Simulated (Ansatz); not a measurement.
The compound is MnBr2 (R-3m).

```cif
data_structure
_symmetry_space_group_name_H-M 'P 1'
_symmetry_Int_Tables_number 1
_cell_length_a 6.9718
_cell_length_b 6.9718
_cell_length_c 6.9718
_cell_angle_alpha 32.266
_cell_angle_beta 32.266
_cell_angle_gamma 32.266
_cell_volume 85.85
loop_
_atom_site_label
_atom_site_type_symbol
_atom_site_fract_x
_atom_site_fract_y
_atom_site_fract_z
_atom_site_occupancy
Mn1 Mn 0.00000 0.00000 0.00000 1
Br2 Br 0.72496 0.72496 0.72496 1
Br3 Br 0.27504 0.27504 0.27504 1
```

The cell is the Materials Project's (PBE, PBE+U or r2SCAN) relaxed one; the ions were relaxed with LDA. The program's search for lower electronic states was switched off, so nothing shows that the state found is the lowest. PAW set soft_2, made with PBE.

A constrained-RPA run (Ansatz 0.2.0; non-magnetic LDA; Mn t2g, bands v3 to v1, 6×6×6 mesh, medium accuracy) builds 3 functions on bands 0.67 eV wide, with 5.0 electrons in the window. The bare on-site interaction is 17.1 eV and the bare J 0.59 eV.

What U and J survive the screening?

On the Mn t2g shell, U = 1.98 eV (12 % of the bare value), U′ = 1.18 eV, J = 0.37 eV.

The parent state is non-magnetic and the interaction static (zero frequency); U depends on the window and the orbitals, so it belongs to this model alone. A model of the t2g bands alone assumes low spin; where the ion is high-spin, as for many Cr, Mn, Fe and Co compounds, the eg bands are needed too.

[Paths, hosts, dates, memory and timing lines, banners, echoed tables and standing remarks are left out of the program output.]

[Logs are printed without paths, hosts, clocks, repeated set-up lines and the standing remarks that a program may print on its own settings, such as how far it seeks lower states.]

[Runs of the session that timed out or met a known fault of the program may be left out.]

[Hosts, paths, dates, database ids (printed as entryN), source tags and the programs' standing remarks are cut or masked in the printed files.]
